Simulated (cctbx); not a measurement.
**Reading a Patterson map**

Space group I4_1/amd (no. 141, origin choice 1), a = 7.0490 Å, b = 7.0490 Å, c = 11.4830 Å, α = 90.00°, β = 90.00°, γ = 90.00°, content Mn12 S16.

Simulated single-crystal data (cctbx): Mo Kα, λ = 0.71073 Å, to d = 0.6 Å, 50 % of the full sphere, strongest reflection 40000 counts, noise from counting, a 3 % proportional error and a noise floor of 4 counts (s.d.); no absorption.

Patterson synthesis, origin scaled to 1000:

```text
Patterson group I 4/m m m
      u       v       w   height  length (A)
  0.000   0.000   0.000   1000.0     0.00
  0.000   0.500   0.250    559.9     4.55
  0.240   0.240   0.000    467.1     2.39
  0.000   0.000   0.244    453.2     2.80
  0.000   0.500   0.000    444.6     3.52
  0.250   0.250   0.250    440.6     3.80
  0.000   0.243   0.377    331.8     4.66
  0.000   0.000   0.500    145.8     5.74
  0.000   0.271   0.132    114.5     2.44
  0.114   0.114   0.464    -10.2     5.45
  0.050   0.193   0.039    -11.2     1.48
  0.051   0.300   0.207    -11.7     3.20
  0.122   0.122   0.289    -12.4     3.53
  0.062   0.312   0.287    -12.9     3.99
```

**Question.** Which atom pairs make the peaks, and where is the heaviest atom?

A peak at u stands for all pairs with xi − xj = u, with weight Σ ZiZj against Σ Z² = 11596 at the origin. Peak heights follow these weights only roughly, since form factors, motion and series ripples differ, all vectors within 0.55 Å of a peak are counted as merged into it though the farther ones add only part of their weight, and F(000) is left out, which lowers the whole map:

| u | v | w | shortest length (Å) | height | 1000 ΣZiZj/ΣZ² | pairs in the cell |
| --- | --- | --- | --- | --- | --- | --- |
| 0.000 | 0.500 | 0.250 | 4.55 | 560 | 660 | 16 × Mn–S, 2 × Mn–Mn |
| 0.240 | 0.240 | 0.000 | 2.39 | 467 | 552 | 16 × Mn–S |
| 0.000 | 0.000 | 0.244 | 2.80 | 453 | 552 | 16 × Mn–S |
| 0.000 | 0.500 | 0.000 | 3.52 | 445 | 569 | 16 × S–S, 4 × Mn–Mn |
| 0.250 | 0.250 | 0.250 | 3.80 | 441 | 569 | 16 × S–S, 4 × Mn–Mn |
| 0.000 | 0.243 | 0.377 | 4.21 | 332 | 354 | 4 × Mn–Mn, 4 × Mn–S |
| 0.000 | 0.000 | 0.500 | 4.98 | 146 | 353 | 16 × S–S |
| 0.000 | 0.271 | 0.132 | 2.44 | 114 | 138 | 4 × Mn–S |

The table stops at ten peaks or at a height of 45, below which ripples compete. In the model behind the data Mn, the heaviest element, has 2 independent sites: (3/4, 0, 3/8) and (0, 1/2, 1/4), up to an allowed shift of origin; the Mn–Mn vectors are differences of these positions and their symmetry mates. The whole model:

```
atom  mult.       x    y       z  Ueq (Å²)
 Mn1      8     3/4    0     3/8    0.0151
 Mn2      4       0  1/2     1/4    0.0140
  S1     16  0.7299  1/2  0.1189    0.0165
```

The model was made for the exercise: a known structure type with other elements put in, its volume estimated, not relaxed; displacement parameters are assumed.

[Logs are printed without paths, hosts, clocks, repeated set-up lines and the standing remarks that a program may print on its own settings, such as how far it seeks lower states.]
